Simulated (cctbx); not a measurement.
# Lattice, Laue class and space group of a new crystal

Cell: a = 4.8790 Å, b = 4.8790 Å, c = 15.5230 Å, α = 90.00°, β = 90.00°, γ = 90.00°. Expected content of the cell: Ag4 Br4 Mn2 Cl4.

The data are simulated with cctbx, not measured: Mo Kα, λ = 0.71073 Å, to d = 0.8 Å, 50 % of the full sphere, strongest reflection 70000 counts, noise from counting, a 4 % proportional error and a noise floor of 2 counts (s.d.); no absorption, some extinction.

Tests on the unmerged data give:

```text
1516 reflections to d = 0.801 A
centring   violations  <I/sigma> of those
    A        389 of   754     10.2
    B        374 of   751      9.9
    C        389 of   749      9.7
    I          0 of   744      0.0
    R        514 of  1002     10.0
    F        576 of  1127      9.9
Laue class    unique    Rint  (classes that these axes allow; Friedel mates merged)
I 1 2/m 1         387   0.025
I 1 1 2/m         364   0.026
I 2/m 1 1         385   0.026
I m m m           238   0.028
I 4/m             203   0.028
I 4/m m m         142   0.029
space group    extra absences  I>4sigma  <I/sigma>
I 4 2 2                 0          0         -  acentric
I 4 m m                 0          0         -  acentric
I -4 m 2                0          0         -  acentric
I -4 2 m                0          0         -  acentric
I 4/m m m               0          0         -  centric
Wilson B = 0.77 A^2   <|E^2-1|> = 0.788 (0.968 centric, 0.736 acentric)   E^2>4: 0.7 %
shell (A)         n   <I/sigma>
 4.65 - 1.58     22     40.3
 1.58 - 1.27     20     37.5
 1.27 - 1.11     17     35.6
 1.11 - 1.01     17     44.4
 1.01 - 0.94     15     46.2
 0.94 - 0.88     19     44.9
 0.88 - 0.84     14     33.9
 0.84 - 0.80     18     42.9
```

**Question.** What are the lattice type, the Laue class and the likely space group?

The reflections that I centring forbids are absent (⟨I/σ⟩ near 0), so the lattice is I.

Rint stays low (0.025 to 0.029) up to I 4/m m m, the highest class in these axes.

5 settings pass the absence test. No glide or screw absences show, which leaves I 4 2 2, I 4 m m, I -4 m 2, I -4 2 m and I 4/m m m.

⟨|E²−1|⟩ = 0.788 leans to a non-centrosymmetric structure. Here that hint misleads: the statistic assumes many like atoms on general positions, and few, heavy or special-position atoms break it. The Wilson B of 0.77 Å² means U ≈ 0.0098 Å².

The true group is I4/mmm (no. 139), Laue class 4/mmm, centrosymmetric. The tables only narrow the choice to the tied entries; cell content, site symmetry and trial solutions must settle it.

This is a model crystal, built by substitution and not relaxed, with assumed displacement parameters.

[Logs are printed without paths, hosts, clocks, repeated set-up lines and the standing remarks that a program may print on its own settings, such as how far it seeks lower states.]
